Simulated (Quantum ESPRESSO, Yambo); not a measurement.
# BiOBr (P4/nmm): G0W0 with Yambo, start to end, part 2 of 3

Wanted: ground state, empty states, screening and self-energy for BiOBr (P4/nmm).

Quantum ESPRESSO 7.5 and Yambo 5.3.0; PBEsol and many-body steps on it, plane waves. Known limits of the many-body steps: not at the basis limit; no spin-orbit coupling; coarse k mesh.

So far. Step 2 (Ground state): The gap is indirect, with the least direct gap 0.13 eV higher.

The database entry behind the starting cell differs from later determinations by our own check (0.1 to 0.3 % short, probably kX units), so it need not match the best structure at ambient conditions.

### 3. Bands along the symmetry lines

Level of this step: DFT, PBEsol, plane waves, norm-conserving pseudopotentials (Quantum ESPRESSO).

The cheap functional maps the bands first; the places of the edges decide which points the dearer methods must see.

pw.in

```
&control
  calculation = 'bands'
  prefix = 'x'
  outdir = 'o'
  pseudo_dir = 'pseudo'
/
&system
  ibrav = 0
  nat = 6
  ntyp = 3
  ecutwfc = 76.0
  nbnd = 52
  force_symmorphic = .true.
/
&electrons
  conv_thr = 1e-9
  electron_maxstep = 80
  diago_full_acc = .true.
  diago_thr_init = 5e-6
/
ATOMIC_SPECIES
  Bi 208.98 Bi.upf
  Br 79.904 Br.upf
  O 15.999 O.upf
CELL_PARAMETERS angstrom
  3.9160000000 0.0000000000 0.0000000000
  0.0000000000 3.9160000000 0.0000000000
  0.0000000000 0.0000000000 8.0770000000
ATOMIC_POSITIONS crystal
  Bi 0.0000000000 0.5000000000 0.1540000000
  Bi 0.5000000000 0.0000000000 0.8460000000
  Br 0.0000000000 0.5000000000 0.6530000000
  Br 0.5000000000 0.0000000000 0.3470000000
  O 0.0000000000 0.0000000000 0.0000000000
  O 0.5000000000 0.5000000000 0.0000000000
K_POINTS crystal
  75
  0.00000000 0.00000000 0.00000000 1
  0.00000000 0.06250000 0.00000000 1
  0.00000000 0.12500000 0.00000000 1
  0.00000000 0.18750000 0.00000000 1
  0.00000000 0.25000000 0.00000000 1
  0.00000000 0.31250000 0.00000000 1
  0.00000000 0.37500000 0.00000000 1
  0.00000000 0.43750000 0.00000000 1
  0.00000000 0.50000000 0.00000000 1
  0.06250000 0.50000000 0.00000000 1
  0.12500000 0.50000000 0.00000000 1
  0.18750000 0.50000000 0.00000000 1
  0.25000000 0.50000000 0.00000000 1
  0.31250000 0.50000000 0.00000000 1
  0.37500000 0.50000000 0.00000000 1
  0.43750000 0.50000000 0.00000000 1
  0.50000000 0.50000000 0.00000000 1
  0.43750000 0.43750000 0.00000000 1
  0.37500000 0.37500000 0.00000000 1
  0.31250000 0.31250000 0.00000000 1
  0.25000000 0.25000000 0.00000000 1
  0.18750000 0.18750000 0.00000000 1
  0.12500000 0.12500000 0.00000000 1
  0.06250000 0.06250000 0.00000000 1
  0.00000000 0.00000000 0.00000000 1
  0.00000000 0.00000000 0.06250000 1
  0.00000000 0.00000000 0.12500000 1
  0.00000000 0.00000000 0.18750000 1
  0.00000000 0.00000000 0.25000000 1
  0.00000000 0.00000000 0.31250000 1
  0.00000000 0.00000000 0.37500000 1
  0.00000000 0.00000000 0.43750000 1
  0.00000000 0.00000000 0.50000000 1
  0.00000000 0.06250000 0.50000000 1
  0.00000000 0.12500000 0.50000000 1
  0.00000000 0.18750000 0.50000000 1
  0.00000000 0.25000000 0.50000000 1
  0.00000000 0.31250000 0.50000000 1
  0.00000000 0.37500000 0.50000000 1
  0.00000000 0.43750000 0.50000000 1
  0.00000000 0.50000000 0.50000000 1
  0.06250000 0.50000000 0.50000000 1
  0.12500000 0.50000000 0.50000000 1
  0.18750000 0.50000000 0.50000000 1
  0.25000000 0.50000000 0.50000000 1
  0.31250000 0.50000000 0.50000000 1
  0.37500000 0.50000000 0.50000000 1
  0.43750000 0.50000000 0.50000000 1
  0.50000000 0.50000000 0.50000000 1
  0.43750000 0.43750000 0.50000000 1
  0.37500000 0.37500000 0.50000000 1
  0.31250000 0.31250000 0.50000000 1
  0.25000000 0.25000000 0.50000000 1
  0.18750000 0.18750000 0.50000000 1
  0.12500000 0.12500000 0.50000000 1
  0.06250000 0.06250000 0.50000000 1
  0.00000000 0.00000000 0.50000000 1
  0.00000000 0.50000000 0.00000000 1
  0.00000000 0.50000000 0.06250000 1
  0.00000000 0.50000000 0.12500000 1
  0.00000000 0.50000000 0.18750000 1
  0.00000000 0.50000000 0.25000000 1
  0.00000000 0.50000000 0.31250000 1
  0.00000000 0.50000000 0.37500000 1
  0.00000000 0.50000000 0.43750000 1
  0.00000000 0.50000000 0.50000000 1
  0.50000000 0.50000000 0.00000000 1
  0.50000000 0.50000000 0.06250000 1
  0.50000000 0.50000000 0.12500000 1
  0.50000000 0.50000000 0.18750000 1
  0.50000000 0.50000000 0.25000000 1
  0.50000000 0.50000000 0.31250000 1
  0.50000000 0.50000000 0.37500000 1
  0.50000000 0.50000000 0.43750000 1
  0.50000000 0.50000000 0.50000000 1
```

Command:

```
OMP_NUM_THREADS=1 mpirun -n 4 pw.x -nk 4 -in pw.in > pw.out
```

What it wrote:

```text
[banner, memory and clock lines left out]
Program PWSCF v.7.5 starts

     Atomic positions and unit cell read from directory:
     o/x.save/

     Message from routine setup:
     using ibrav=0 with symmetry is DISCOURAGED, use correct ibrav instead

     G-vector sticks info

     bravais-lattice index     =            0
     lattice parameter (alat)  =       7.4002  a.u.
     unit-cell volume          =     835.8571 (a.u.)^3
     number of atoms/cell      =            6
     number of atomic types    =            3
     number of electrons       =        92.00
     number of Kohn-Sham states=           52
     kinetic-energy cutoff     =      76.0000  Ry
     charge density cutoff     =     304.0000  Ry
     Exchange-correlation= PBESOL
                           (   1   4  10   8   0   0   0)

     celldm(1)=   7.400168  celldm(2)=   0.000000  celldm(3)=   0.000000
     celldm(4)=   0.000000  celldm(5)=   0.000000  celldm(6)=   0.000000

     crystal axes: (cart. coord. in units of alat)
               a(1) = (   1.000000   0.000000   0.000000 )
               a(2) = (   0.000000   1.000000   0.000000 )
               a(3) = (   0.000000   0.000000   2.062564 )

     reciprocal axes: (cart. coord. in units 2 pi/alat)
               b(1) = (  1.000000  0.000000  0.000000 )
               b(2) = (  0.000000  1.000000  0.000000 )
               b(3) = (  0.000000  0.000000  0.484833 )
     Pseudo is Norm-conserving + core correction, Zval = 23.0
     Generated using ONCVPSP code by D. R. Hamann
     Using radial grid of 1472 points,  6 beta functions with:
     Pseudo is Norm-conserving + core correction, Zval = 17.0
     Generated using ONCVPSP code by D. R. Hamann
     Using radial grid of 1098 points,  6 beta functions with:
     Pseudo is Norm-conserving + core correction, Zval =  6.0
     Generated using ONCVPSP code by D. R. Hamann
     Using radial grid of  936 points,  5 beta functions with:
     Bi               23.00   208.98000     Bi( 1.00)
     Br               17.00    79.90400     Br( 1.00)
     O                 6.00    15.99900     O ( 1.00)

      8 Sym. Ops. (no inversion) found

   Cartesian axes

     site n.     atom                  positions (alat units)
         1        Bi     tau(   1) = (   0.0000000   0.5000000   0.3176348  )
         2        Bi     tau(   2) = (   0.5000000   0.0000000   1.7449290  )
         3        Br     tau(   3) = (   0.0000000   0.5000000   1.3468542  )
         4        Br     tau(   4) = (   0.5000000   0.0000000   0.7157097  )
         5        O      tau(   5) = (   0.0000000   0.0000000   0.0000000  )
         6        O      tau(   6) = (   0.5000000   0.5000000   0.0000000  )

     number of k points=    75
                       cart. coord. in units 2pi/alat
        k(    1) = (   0.0000000   0.0000000   0.0000000), wk =   0.0266667
        k(    2) = (   0.0000000   0.0625000   0.0000000), wk =   0.0266667
        k(    3) = (   0.0000000   0.1250000   0.0000000), wk =   0.0266667
[...]
[... 63 further rows ...]
        k(   74) = (   0.5000000   0.5000000   0.2121146), wk =   0.0266667
        k(   75) = (   0.5000000   0.5000000   0.2424167), wk =   0.0266667

     Dense  grid:    74789 G-vectors     FFT dimensions: (  45,  45,  90)

     The potential is recalculated from file :
     o/x.save/charge-density

     Starting wfcs are   52 randomized atomic wfcs

     Band Structure Calculation

     End of band structure calculation

          k = 0.0000 0.0000 0.0000 (  9399 PWs)   bands (ev):

  -142.9439-142.9439 -80.9819 -80.9816 -80.9696 -80.9696 -80.9695 -80.9695
   -49.5759 -49.5759 -49.5750 -49.5750 -49.5500 -49.5500 -49.5499 -49.5499
   -49.5414 -49.5414 -12.5067 -12.3081 -12.3081 -12.2965 -12.2952 -12.2612
   -12.2440 -12.2355 -12.2355 -12.2146  -8.9496  -6.3825  -4.0304  -3.8151
[...]
14.5611  14.5611  16.2401  16.2402

          k = 0.0000 0.0625 0.0000 (  9399 PWs)   bands (ev):

  -142.9439-142.9439 -80.9819 -80.9816 -80.9696 -80.9696 -80.9695 -80.9695
[...]
14.4574  14.5414  15.9974  16.2063

          k = 0.0000 0.1250 0.0000 (  9359 PWs)   bands (ev):

  -142.9439-142.9438 -80.9819 -80.9816 -80.9696 -80.9696 -80.9695 -80.9695
[...]
14.2148  14.4865  15.6345  16.1007

[...]
k = 0.5000 0.5000 0.2121 (  9348 PWs)   bands (ev):

  -142.9439-142.9439 -80.9817 -80.9817 -80.9698 -80.9698 -80.9696 -80.9696
[...]
14.9356  14.9356  15.3558  15.3558

          k = 0.5000 0.5000 0.2424 (  9400 PWs)   bands (ev):

  -142.9439-142.9439 -80.9817 -80.9817 -80.9698 -80.9698 -80.9696 -80.9696
[...]
-0.4937  -0.4937   4.9728   4.9728   6.4453   6.4453   7.3012   7.3012
     7.7158   7.7158   8.5075   8.5075   8.6167   8.6167  13.6336  13.6336
    14.9434  14.9434  15.3250  15.3250

     XML data file, pseudopotentials, collected wavefunctions
```

Run time: 42 s. Hardware: 4 MPI ranks of Arm Neoverse V1, shared host; peak memory 0.48 GiB.

Numbers from this step:

```
gap                        : 2.098 eV
k of the valence top       : 0, 0.375, 0.5
k of the conduction bottom : 0, 0, 0.4375
least direct gap           : 2.278 eV
```

The gap is 2.098 eV, −0.054 eV from the run before at this level.

Electronic bands along the path, in eV, zero at the top of the highest filled band:

| point | band 43 | band 44 | band 45 | band 46 | band 47 | band 48 | band 49 | band 50 |
| --- | --- | --- | --- | --- | --- | --- | --- | --- |
| Γ | -1.07 | -0.80 | -0.80 | -0.72 | 2.30 | 3.22 | 4.90 | 4.90 |
| halfway | -0.65 | -0.55 | -0.35 | -0.16 | 3.86 | 4.13 | 4.17 | 4.67 |
| X | -0.57 | -0.57 | -0.15 | -0.15 | 4.28 | 4.28 | 4.84 | 4.84 |
| halfway | -0.99 | -0.99 | -0.97 | -0.97 | 3.96 | 3.96 | 4.90 | 4.90 |
| M | -1.05 | -1.05 | -0.81 | -0.81 | 3.28 | 3.28 | 5.06 | 5.06 |
| halfway | -0.89 | -0.50 | -0.39 | -0.38 | 3.41 | 4.46 | 4.82 | 4.83 |
| Γ | -1.07 | -0.80 | -0.80 | -0.72 | 2.30 | 3.22 | 4.90 | 4.90 |
| halfway | -1.06 | -0.62 | -0.62 | -0.44 | 2.17 | 2.86 | 4.81 | 4.81 |
| Z | -0.96 | -0.49 | -0.49 | -0.18 | 2.10 | 2.43 | 4.72 | 4.72 |
| halfway | -0.92 | -0.53 | -0.44 | -0.24 | 3.64 | 3.92 | 4.74 | 4.77 |
| R | -0.58 | -0.58 | -0.11 | -0.11 | 4.10 | 4.10 | 4.88 | 4.88 |
| halfway | -1.09 | -1.09 | -0.52 | -0.52 | 3.58 | 3.58 | 5.34 | 5.34 |
| A | -1.16 | -1.16 | -1.05 | -1.05 | 3.97 | 3.97 | 5.28 | 5.28 |
| halfway | -1.18 | -1.05 | -0.36 | -0.30 | 3.06 | 4.31 | 5.03 | 5.17 |
| Z | -0.96 | -0.49 | -0.49 | -0.18 | 2.10 | 2.43 | 4.72 | 4.72 |
| jump to X | -0.57 | -0.57 | -0.15 | -0.15 | 4.28 | 4.28 | 4.84 | 4.84 |
| halfway | -0.57 | -0.57 | -0.13 | -0.13 | 4.19 | 4.19 | 4.86 | 4.86 |
| R | -0.58 | -0.58 | -0.11 | -0.11 | 4.10 | 4.10 | 4.88 | 4.88 |
| jump to M | -1.05 | -1.05 | -0.81 | -0.81 | 3.28 | 3.28 | 5.06 | 5.06 |
| halfway | -1.05 | -1.05 | -0.98 | -0.98 | 3.59 | 3.59 | 5.17 | 5.17 |
| A | -1.16 | -1.16 | -1.05 | -1.05 | 3.97 | 3.97 | 5.28 | 5.28 |

### 4. Empty states on the mesh, 4×4×2 mesh, 176 bands

The sums over transitions need many empty states on a uniform mesh; this step solves for them.

pw.in

```
&control
  calculation = 'nscf'
  prefix = 'x'
  outdir = 'o'
  pseudo_dir = 'pseudo'
/
&system
  ibrav = 0
  nat = 6
  ntyp = 3
  ecutwfc = 76.0
  nbnd = 176
  force_symmorphic = .true.
/
&electrons
  conv_thr = 1e-9
  electron_maxstep = 80
  diago_full_acc = .true.
  diago_thr_init = 5e-6
/
ATOMIC_SPECIES
  Bi 208.98 Bi.upf
  Br 79.904 Br.upf
  O 15.999 O.upf
CELL_PARAMETERS angstrom
  3.9160000000 0.0000000000 0.0000000000
  0.0000000000 3.9160000000 0.0000000000
  0.0000000000 0.0000000000 8.0770000000
ATOMIC_POSITIONS crystal
  Bi 0.0000000000 0.5000000000 0.1540000000
  Bi 0.5000000000 0.0000000000 0.8460000000
  Br 0.0000000000 0.5000000000 0.6530000000
  Br 0.5000000000 0.0000000000 0.3470000000
  O 0.0000000000 0.0000000000 0.0000000000
  O 0.5000000000 0.5000000000 0.0000000000
K_POINTS automatic
  4 4 2 0 0 0
```

What it wrote:

```text
[banner, memory and clock lines left out]
Program PWSCF v.7.5 starts

     Atomic positions and unit cell read from directory:
     o/x.save/

     Message from routine setup:
     using ibrav=0 with symmetry is DISCOURAGED, use correct ibrav instead

     G-vector sticks info

     bravais-lattice index     =            0
     lattice parameter (alat)  =       7.4002  a.u.
     unit-cell volume          =     835.8571 (a.u.)^3
     number of atoms/cell      =            6
     number of atomic types    =            3
     number of electrons       =        92.00
     number of Kohn-Sham states=          176
     kinetic-energy cutoff     =      76.0000  Ry
     charge density cutoff     =     304.0000  Ry
     Exchange-correlation= PBESOL
                           (   1   4  10   8   0   0   0)

     celldm(1)=   7.400168  celldm(2)=   0.000000  celldm(3)=   0.000000
     celldm(4)=   0.000000  celldm(5)=   0.000000  celldm(6)=   0.000000

     crystal axes: (cart. coord. in units of alat)
               a(1) = (   1.000000   0.000000   0.000000 )
               a(2) = (   0.000000   1.000000   0.000000 )
               a(3) = (   0.000000   0.000000   2.062564 )

     reciprocal axes: (cart. coord. in units 2 pi/alat)
               b(1) = (  1.000000  0.000000  0.000000 )
               b(2) = (  0.000000  1.000000  0.000000 )
               b(3) = (  0.000000  0.000000  0.484833 )
     Pseudo is Norm-conserving + core correction, Zval = 23.0
     Generated using ONCVPSP code by D. R. Hamann
     Using radial grid of 1472 points,  6 beta functions with:
     Pseudo is Norm-conserving + core correction, Zval = 17.0
     Generated using ONCVPSP code by D. R. Hamann
     Using radial grid of 1098 points,  6 beta functions with:
     Pseudo is Norm-conserving + core correction, Zval =  6.0
     Generated using ONCVPSP code by D. R. Hamann
     Using radial grid of  936 points,  5 beta functions with:
     Bi               23.00   208.98000     Bi( 1.00)
     Br               17.00    79.90400     Br( 1.00)
     O                 6.00    15.99900     O ( 1.00)

      8 Sym. Ops. (no inversion) found

   Cartesian axes

     site n.     atom                  positions (alat units)
         1        Bi     tau(   1) = (   0.0000000   0.5000000   0.3176348  )
         2        Bi     tau(   2) = (   0.5000000   0.0000000   1.7449290  )
         3        Br     tau(   3) = (   0.0000000   0.5000000   1.3468542  )
         4        Br     tau(   4) = (   0.5000000   0.0000000   0.7157097  )
         5        O      tau(   5) = (   0.0000000   0.0000000   0.0000000  )
         6        O      tau(   6) = (   0.5000000   0.5000000   0.0000000  )

     number of k points=    12
                       cart. coord. in units 2pi/alat
        k(    1) = (   0.0000000   0.0000000   0.0000000), wk =   0.0625000
        k(    2) = (   0.0000000   0.0000000  -0.2424167), wk =   0.0625000
        k(    3) = (   0.0000000   0.2500000   0.0000000), wk =   0.2500000
[...]
k(   11) = (  -0.5000000  -0.5000000   0.0000000), wk =   0.0625000
        k(   12) = (  -0.5000000  -0.5000000  -0.2424167), wk =   0.0625000

     Dense  grid:    74789 G-vectors     FFT dimensions: (  45,  45,  90)

     The potential is recalculated from file :
     o/x.save/charge-density

     Starting wfcs are   52 randomized atomic wfcs +  124 random wfcs

     Band Structure Calculation

     End of band structure calculation

          k = 0.0000 0.0000 0.0000 (  9399 PWs)   bands (ev):

  -142.9439-142.9439 -80.9819 -80.9816 -80.9696 -80.9696 -80.9695 -80.9695
   -49.5759 -49.5759 -49.5750 -49.5750 -49.5500 -49.5500 -49.5499 -49.5499
   -49.5414 -49.5414 -12.5067 -12.3081 -12.3081 -12.2965 -12.2952 -12.2612
   -12.2440 -12.2355 -12.2355 -12.2146  -8.9496  -6.3826  -4.0304  -3.8151
[...]
[... 10 further rows ...]
[...]
k = 0.0000 0.0000-0.2424 (  9314 PWs)   bands (ev):

  -142.9438-142.9438 -80.9819 -80.9816 -80.9696 -80.9696 -80.9695 -80.9695
[...]
[... 10 further rows ...]
[...]
k = 0.0000 0.2500 0.0000 (  9377 PWs)   bands (ev):

  -142.9439-142.9439 -80.9818 -80.9817 -80.9697 -80.9696 -80.9696 -80.9695
[...]
[... 10 further rows ...]
    58.2791  58.4345  58.9473  59.1399  59.2221  59.3629  59.9809  60.8370
    60.8423  61.6135  61.6315  61.6705  61.7456  62.1392  62.4842  62.5713

          k = 0.0000 0.2500-0.2424 (  9332 PWs)   bands (ev):

     [... further k-points ...]

     highest occupied, lowest unoccupied level (ev):     9.5487   11.7620

     XML data file, pseudopotentials, collected wavefunctions
```

It took 61 s on 4 MPI ranks; peak memory 0.83 GiB.

Numbers from this step:

- gap: 2.213 eV
- k of the valence top: 0, -0.5, -0.5
- k of the conduction bottom: 0, 0, -0.5
- least direct gap: 2.278 eV
- k points computed: 12
- lowest point of the top converged band, above the valence top: 51.4364 eV

On this mesh the gap is 2.213 eV. The earlier step found 2.152 eV, so this mesh misses an edge.

(Part 2 of 3 ends here.)

[Paths, hosts, dates, memory and timing lines, banners, echoed tables and standing remarks are left out of the program output.]

[Logs are printed without paths, hosts, clocks, repeated set-up lines and the standing remarks that a program may print on its own settings, such as how far it seeks lower states.]

[Runs of the session that timed out or met a known fault of the program may be left out.]

[Hosts, paths, dates, database ids (printed as entryN), source tags and the programs' standing remarks are cut or masked in the printed files.]
